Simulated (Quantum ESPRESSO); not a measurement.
# Fixed-spin-moment curve of FeNi3

How stiff is the total moment of FeNi3, and does E(M) have further minima?

Method: PBE; plane waves with GBRV 1.5 PBE potentials, no spin-orbit coupling, in Quantum ESPRESSO 7.5.

### 1. The structure

It takes space group Pm-3m (No. 221, cubic). The conventional cell has a = 3.553 Å, b = 3.553 Å, c = 3.553 Å, α = 90.00°, β = 90.00°, γ = 90.00°. Nearest to Fe lie 12 Ni at 2.51 Å. Nearest to Ni lie 4 Fe at 2.51 Å and 8 Ni at 2.51 Å. Farther neighbours are not listed.

The lattice constants were typed from memory of published values and not checked against a source.

### 2. No moment imposed

File pw.in:

```
&CONTROL
  calculation = 'scf'
  prefix = 'pwscf'
  outdir = './tmp'
  pseudo_dir = './pseudo'
  disk_io = 'nowf'
/
&SYSTEM
  ibrav = 0
  celldm(1) = 8
  nat = 4
  ntyp = 2
  ecutwfc = 40
  ecutrho = 280
  nbnd = 48
  occupations = 'smearing'
  smearing = 'fd'
  degauss = 0.00367493
  nspin = 2
  starting_magnetization(1) = 0.175
  starting_magnetization(2) = 0.0556
/
&ELECTRONS
  conv_thr = 8d-09
  electron_maxstep = 150
  mixing_beta = 0.3
/
ATOMIC_SPECIES
Fe     55.8450 fe_pbe_v1.5.uspp.F.UPF
Ni     58.6934 ni_pbe_v1.4.uspp.F.UPF
CELL_PARAMETERS alat
   0.8392746150994    0.0000000000000    0.0000000000000
   0.0000000000000    0.8392746150994    0.0000000000000
   0.0000000000000    0.0000000000000    0.8392746150994
ATOMIC_POSITIONS crystal
Fe      0.0000000000    0.0000000000    0.0000000000
Ni      0.0000000000    0.5000000000    0.5000000000
Ni      0.5000000000    0.0000000000    0.5000000000
Ni      0.5000000000    0.5000000000    0.0000000000
K_POINTS automatic
8 8 8 0 0 0
```

Command:

```bash
$ OMP_NUM_THREADS=1 mpirun -n 4 pw.x -nk 4 -in pw.in > pw.out
```

Log:

```text
Program PWSCF v.7.5 starts

     Message from routine setup:
     using ibrav=0 with symmetry is DISCOURAGED, use correct ibrav instead

     K-points division:     npool     =       4
     Subspace diagonalization in iterative solution of the eigenvalue problem:

     G-vector sticks info
     --------------------
     sticks:   dense  smooth     PW     G-vecs:    dense   smooth      PW
     Sum         997     577    185                23847    10395    1863

     Using Slab Decomposition

     bravais-lattice index     =            0
     lattice parameter (alat)  =       8.0000  a.u.
     unit-cell volume          =     302.6790 (a.u.)^3
     number of atoms/cell      =            4
     number of atomic types    =            2
     number of electrons       =        70.00
     number of Kohn-Sham states=           48
     kinetic-energy cutoff     =      40.0000  Ry
     charge density cutoff     =     280.0000  Ry
     scf convergence threshold =      8.0E-09
     mixing beta               =       0.3000
     number of iterations used =            8  plain     mixing
     Exchange-correlation=  SLA  PW   PBX  PBC
                           (   1   4   3   4   0   0   0)

     celldm(1)=   8.000000  celldm(2)=   0.000000  celldm(3)=   0.000000
     celldm(4)=   0.000000  celldm(5)=   0.000000  celldm(6)=   0.000000

     crystal axes: (cart. coord. in units of alat)
               a(1) = (   0.839275   0.000000   0.000000 )
               a(2) = (   0.000000   0.839275   0.000000 )
               a(3) = (   0.000000   0.000000   0.839275 )

     reciprocal axes: (cart. coord. in units 2 pi/alat)
               b(1) = (  1.191505  0.000000  0.000000 )
               b(2) = (  0.000000  1.191505  0.000000 )
               b(3) = (  0.000000  0.000000  1.191505 )

     PseudoPot. # 1 for Fe read from file:
     fe_pbe_v1.5.uspp.F.UPF
     Pseudo is Ultrasoft + core correction, Zval = 16.0
     Generated by new atomic code, or converted to UPF format
     Using radial grid of  861 points,  6 beta functions with:
                l(1) =   0
                l(2) =   0
                l(3) =   1
                l(4) =   1
                l(5) =   2
                l(6) =   2
     Q(r) pseudized with  8 coefficients,  rinner =    1.000   1.000   1.000
                                                       1.000   1.000

     PseudoPot. # 2 for Ni read from file:
     ni_pbe_v1.4.uspp.F.UPF
     Pseudo is Ultrasoft + core correction, Zval = 18.0
     Generated by new atomic code, or converted to UPF format
     Using radial grid of  865 points,  6 beta functions with:
                l(1) =   0
                l(2) =   0
                l(3) =   1
                l(4) =   1
                l(5) =   2
                l(6) =   2
     Q(r) pseudized with 10 coefficients,  rinner =    0.980   0.980   0.980
                                                       0.980   0.980

     atomic species   valence    mass     pseudopotential
     Fe               16.00    55.84500     Fe( 1.00)
     Ni               18.00    58.69340     Ni( 1.00)

     Starting magnetic structure
     atomic species   magnetization
     Fe              0.175
     Ni              0.056

     48 Sym. Ops., with inversion, found

   Cartesian axes

     site n.     atom                  positions (alat units)
         1        Fe     tau(   1) = (   0.0000000   0.0000000   0.0000000  )
         2        Ni     tau(   2) = (   0.0000000   0.4196373   0.4196373  )
         3        Ni     tau(   3) = (   0.4196373   0.0000000   0.4196373  )
         4        Ni     tau(   4) = (   0.4196373   0.4196373   0.0000000  )

     number of k points=    35  Fermi-Dirac smearing, width (Ry)=  0.0037
                       cart. coord. in units 2pi/alat
        k(    1) = (   0.0000000   0.0000000   0.0000000), wk =   0.0019531
        k(    2) = (   0.0000000   0.0000000   0.1489381), wk =   0.0117188
        k(    3) = (   0.0000000   0.0000000   0.2978763), wk =   0.0117188
        k(    4) = (   0.0000000   0.0000000   0.4468144), wk =   0.0117188
        k(    5) = (   0.0000000   0.0000000  -0.5957526), wk =   0.0058594
        [... 30 further k-points ...]

     Dense  grid:    23847 G-vectors     FFT dimensions: (  36,  36,  36)

     Smooth grid:    10395 G-vectors     FFT dimensions: (  27,  27,  27)

     Check: negative core charge=   -0.000036
     Generating pointlists ...
     new r_m :   0.2448 (alat units)  1.9584 (a.u.) for type    1
     new r_m :   0.2448 (alat units)  1.9584 (a.u.) for type    2

     Initial potential from superposition of free atoms

     starting charge      63.0000, renormalised to      70.0000
     Starting wfcs are   52 randomized atomic wfcs

     Self-consistent Calculation

     iteration #  1     ecut=    40.00 Ry     beta= 0.30
     Davidson diagonalization with overlap
     ethr =  1.00E-02,  avg # of iterations =  4.1

     total energy              =   -1253.59111303 Ry
     estimated scf accuracy    <     108.17131929 Ry

     total magnetization       =     1.53 Bohr mag/cell
     absolute magnetization    =     1.54 Bohr mag/cell

     iteration #  2     ecut=    40.00 Ry     beta= 0.30
     Davidson diagonalization with overlap
     ethr =  1.00E-02,  avg # of iterations =  3.1

     total energy              =   -1275.34911515 Ry
     estimated scf accuracy    <      54.91510193 Ry

     total magnetization       =     0.15 Bohr mag/cell
     absolute magnetization    =     0.23 Bohr mag/cell

     iteration #  3     ecut=    40.00 Ry     beta= 0.30
     Davidson diagonalization with overlap
     ethr =  1.00E-02,  avg # of iterations =  3.0

     total energy              =   -1278.95268122 Ry
     estimated scf accuracy    <       6.37961377 Ry

     total magnetization       =     3.89 Bohr mag/cell
     absolute magnetization    =     4.08 Bohr mag/cell

     [... further iterations left out ...]

     iteration # 21     ecut=    40.00 Ry     beta= 0.30
     Davidson diagonalization with overlap
     ethr =  1.14E-08,  avg # of iterations =  1.7

     total energy              =   -1280.20874604 Ry
     estimated scf accuracy    <       0.00000443 Ry

     total magnetization       =     4.98 Bohr mag/cell
     absolute magnetization    =     5.51 Bohr mag/cell

     iteration # 22     ecut=    40.00 Ry     beta= 0.30
     Davidson diagonalization with overlap
     ethr =  6.33E-09,  avg # of iterations =  1.1

     total energy              =   -1280.20874643 Ry
     estimated scf accuracy    <       0.00000011 Ry

     total magnetization       =     4.98 Bohr mag/cell
     absolute magnetization    =     5.51 Bohr mag/cell

     iteration # 23     ecut=    40.00 Ry     beta= 0.30
     Davidson diagonalization with overlap
     ethr =  1.64E-10,  avg # of iterations =  1.4

     total energy              =   -1280.20874646 Ry
     estimated scf accuracy    <          1.0E-08 Ry

     total magnetization       =     4.98 Bohr mag/cell
     absolute magnetization    =     5.51 Bohr mag/cell

     iteration # 24     ecut=    40.00 Ry     beta= 0.30
     Davidson diagonalization with overlap
     ethr =  1.43E-11,  avg # of iterations =  1.7

     Magnetic moment per site  (integrated on atomic sphere of radius R)
     atom   1 (R=0.245)  charge= 14.4033  magn=  2.9687
     atom   2 (R=0.245)  charge= 16.7673  magn=  0.7259
     atom   3 (R=0.245)  charge= 16.7673  magn=  0.7259
     atom   4 (R=0.245)  charge= 16.7673  magn=  0.7259

     End of self-consistent calculation

     [... lines left out ...]
     the Fermi energy is    17.8173 ev

!    total energy              =   -1280.20874647 Ry
     estimated scf accuracy    <          2.0E-09 Ry
     smearing contrib. (-TS)   =      -0.00193586 Ry
     internal energy E=F+TS    =   -1280.20681061 Ry

     The total energy is F=E-TS. E is the sum of the following terms:
     one-electron contribution =    -700.47590139 Ry
     hartree contribution      =     393.70718360 Ry
     xc contribution           =    -135.92611112 Ry
     ewald contribution        =    -837.51198170 Ry

     total magnetization       =     4.98 Bohr mag/cell
     absolute magnetization    =     5.51 Bohr mag/cell

     convergence has been achieved in  24 iterations

=------------------------------------------------------------------------------=
   JOB DONE.
=------------------------------------------------------------------------------=
```

The job ended after 36 s (4 MPI ranks of Arm Neoverse V2, shared host; peak memory 0.38 GiB).

Spin moment in the atom's sphere by atom:

```
atom  spin moment in the atom's sphere (μB)
 Fe1                                   2.97
 Ni2                                   0.73
 Ni3                                   0.73
 Ni4                                   0.73
```

This step gave:

```
smearing term TS       : 0.02634 eV
magnetization          : 4.978 μB
absolute magnetization : 5.511 μB
final state            : ferromagnetic
```

### 3. Moment fixed at 0 μB

The two spin channels are filled to separate Fermi energies, so that the total moment meets the target. Half of the up one less the down one is the slope dE/dM.

Changes to pw.in since step 2:

```diff
@@ -14,3 +14,3 @@
   ecutrho = 280
-  nbnd = 48
+  nbnd = 49
   occupations = 'smearing'
@@ -19,4 +19,5 @@
   nspin = 2
-  starting_magnetization(1) = 0.175
-  starting_magnetization(2) = 0.0556
+  starting_magnetization(1) = 0.0088
+  starting_magnetization(2) = 0.0028
+  tot_magnetization = 0
 /
```

Log:

```text
     [... lines left out ...]
Program PWSCF v.7.5 starts
     [... lines left out ...]
     number of atoms/cell      =            4
     [... lines left out ...]
     number of electrons       =        70.00 (up:  35.00, down:  35.00)
     number of Kohn-Sham states=           49
     kinetic-energy cutoff     =      40.0000  Ry
     charge density cutoff     =     280.0000  Ry
     scf convergence threshold =      8.0E-09
     [... lines left out ...]
     48 Sym. Ops., with inversion, found
     [... lines left out ...]
     number of k points=    35  Fermi-Dirac smearing, width (Ry)=  0.0037
     [... lines left out ...]
     iteration # 25     ecut=    40.00 Ry     beta= 0.30
     [... lines left out ...]
     Magnetic moment per site  (integrated on atomic sphere of radius R)
     atom   1 (R=0.245)  charge= 14.4836  magn= -0.0002
     atom   2 (R=0.245)  charge= 16.7491  magn=  0.0001
     atom   3 (R=0.245)  charge= 16.7491  magn=  0.0001
     atom   4 (R=0.245)  charge= 16.7491  magn=  0.0001
     [... lines left out ...]
     the spin up/dw Fermi energies are    17.4881   17.4881 ev
!    total energy              =   -1280.12310752 Ry
     estimated scf accuracy    <          1.3E-09 Ry
     smearing contrib. (-TS)   =      -0.00624995 Ry
     [... lines left out ...]
     total magnetization       =    -0.00 Bohr mag/cell
     absolute magnetization    =     0.00 Bohr mag/cell
     convergence has been achieved in  25 iterations
```

Elapsed: 40 s, on 4 MPI ranks; peak memory 0.38 GiB.

Read from the output:

```
magnetization                                 : 0 μB
absolute magnetization                        : 0 μB
half the difference of the two Fermi energies : 0 meV
largest moment                                : 0 μB
```

### 4. Moment fixed at 0.82 μB

Changes to pw.in since step 3:

```diff
@@ -19,5 +19,5 @@
   nspin = 2
-  starting_magnetization(1) = 0.0088
-  starting_magnetization(2) = 0.0028
-  tot_magnetization = 0
+  starting_magnetization(1) = 0.0247
+  starting_magnetization(2) = 0.0079
+  tot_magnetization = 0.82
 /
```

Log:

```text
     [... lines left out ...]
Program PWSCF v.7.5 starts
     [... lines left out ...]
     number of atoms/cell      =            4
     [... lines left out ...]
     number of electrons       =        70.00 (up:  35.41, down:  34.59)
     number of Kohn-Sham states=           49
     kinetic-energy cutoff     =      40.0000  Ry
     charge density cutoff     =     280.0000  Ry
     scf convergence threshold =      8.0E-09
     [... lines left out ...]
     48 Sym. Ops., with inversion, found
     [... lines left out ...]
     number of k points=    35  Fermi-Dirac smearing, width (Ry)=  0.0037
     [... lines left out ...]
     iteration # 28     ecut=    40.00 Ry     beta= 0.30
     [... lines left out ...]
     Magnetic moment per site  (integrated on atomic sphere of radius R)
     atom   1 (R=0.245)  charge= 14.4665  magn=  1.5539
     atom   2 (R=0.245)  charge= 16.7533  magn= -0.2435
     atom   3 (R=0.245)  charge= 16.7533  magn= -0.2435
     atom   4 (R=0.245)  charge= 16.7533  magn= -0.2435
     [... lines left out ...]
     the spin up/dw Fermi energies are    17.4275   17.8347 ev
!    total energy              =   -1280.13369074 Ry
     estimated scf accuracy    <          6.1E-09 Ry
     smearing contrib. (-TS)   =      -0.00671420 Ry
     [... lines left out ...]
     total magnetization       =     0.82 Bohr mag/cell
     absolute magnetization    =     2.39 Bohr mag/cell
     convergence has been achieved in  28 iterations
```

The job ended after 45 s (4 MPI ranks; peak memory 0.38 GiB).

Spin moment in the atom's sphere by atom:

```
atom  spin moment in the atom's sphere (μB)
 Fe1                                   1.55
 Ni2                                  -0.24
 Ni3                                  -0.24
 Ni4                                  -0.24
```

Read from the output:

```yaml
magnetization: 0.82 μB
absolute_magnetization: 2.388 μB
half_the_difference_of_the_two_fermi_energies: -203.6 meV
```

### 5. Moment fixed at 1.64 μB

Changes to pw.in since step 4:

```diff
@@ -14,3 +14,3 @@
   ecutrho = 280
-  nbnd = 49
+  nbnd = 50
   occupations = 'smearing'
@@ -19,5 +19,5 @@
   nspin = 2
-  starting_magnetization(1) = 0.0247
-  starting_magnetization(2) = 0.0079
-  tot_magnetization = 0.82
+  starting_magnetization(1) = 0.0495
+  starting_magnetization(2) = 0.0157
+  tot_magnetization = 1.64
 /
```

Log:

```text
     [... lines left out ...]
Program PWSCF v.7.5 starts
     [... lines left out ...]
     number of atoms/cell      =            4
     [... lines left out ...]
     number of electrons       =        70.00 (up:  35.82, down:  34.18)
     number of Kohn-Sham states=           50
     kinetic-energy cutoff     =      40.0000  Ry
     charge density cutoff     =     280.0000  Ry
     scf convergence threshold =      8.0E-09
     [... lines left out ...]
     48 Sym. Ops., with inversion, found
     [... lines left out ...]
     number of k points=    35  Fermi-Dirac smearing, width (Ry)=  0.0037
     [... lines left out ...]
     iteration # 21     ecut=    40.00 Ry     beta= 0.30
     [... lines left out ...]
     Magnetic moment per site  (integrated on atomic sphere of radius R)
     atom   1 (R=0.245)  charge= 14.4514  magn=  2.1317
     atom   2 (R=0.245)  charge= 16.7590  magn= -0.1509
     atom   3 (R=0.245)  charge= 16.7590  magn= -0.1509
     atom   4 (R=0.245)  charge= 16.7590  magn= -0.1509
     [... lines left out ...]
     the spin up/dw Fermi energies are    17.3958   17.9351 ev
!    total energy              =   -1280.14806184 Ry
     estimated scf accuracy    <          6.9E-09 Ry
     smearing contrib. (-TS)   =      -0.00721975 Ry
     [... lines left out ...]
     total magnetization       =     1.64 Bohr mag/cell
     absolute magnetization    =     2.76 Bohr mag/cell
     convergence has been achieved in  21 iterations
```

Run time: 34 s. Hardware: 4 MPI ranks; peak memory 0.38 GiB.

Read from the output:

```yaml
magnetization: 1.64 μB
absolute_magnetization: 2.759 μB
half_the_difference_of_the_two_fermi_energies: -269.6 meV
largest_moment: 2.132 μB
```

### 6. The curve

The runs not shown differ in the target, the start and the number of states alone. The point at 4.98 μB is the free run, entered with slope zero.

The energy over the lowest by total spin moment:

| total spin moment (μB a cell) | energy over the lowest (meV a cell) |
| --- | --- |
| 0.00 | 1165 |
| 0.82 | 1021 |
| 1.64 | 826 |
| 2.46 | 586 |
| 3.28 | 335 |
| 4.10 | 105 |
| 4.92 | 0.455 |
| 4.98 | 0 |
| 5.74 | 155 |
| 6.56 | 619 |
| 7.38 | 1466 |

dE/dM against total spin moment:

| total spin moment (μB a cell) | dE/dM (meV/μB) |
| --- | --- |
| 0.00 | 0.0412 |
| 0.82 | -204 |
| 1.64 | -270 |
| 2.46 | -308 |
| 3.28 | -296 |
| 4.10 | -257 |
| 4.92 | -15.0 |
| 4.98 | 0 |
| 5.74 | 392 |
| 6.56 | 825 |
| 7.38 | 1264 |

Table of largest site moment by total spin moment:

```
total spin moment (μB a cell)  largest site moment (μB)
                         0.00                    2.2e-4
                         0.82                      1.55
                         1.64                      2.13
                         2.46                      2.57
                         3.28                      2.80
                         4.10                      2.86
                         4.92                      2.96
                         4.98                      2.97
                         5.74                      3.08
                         6.56                      3.22
                         7.38                      3.37
```

### 7. Summary of results

```yaml
moment_of_the_free_run: 4.98 μB a cell
energy_at_zero_total_moment: 1165 meV a cell over the lowest
```

**Reading.** At zero total moment the site moments vanish, so the 1165 meV a cell is the energy of forming them. The points show one minimum alone. All runs start parallel; opposed orders may lie lower.

[Logs and program files are shortened in this print: banners, set-up blocks, solver, clock and traceback lines can be left out without a mark of their own.]

[Logs are printed without paths, hosts, clocks, repeated set-up lines and the standing remarks that a program may print on its own settings, such as how far it seeks lower states.]

[Hosts, paths, dates, database ids (printed as entryN), source tags and the programs' standing remarks are cut or masked in the printed files.]

[Where a cell is said to come from a database of computed structures, the database is the Materials Project.]
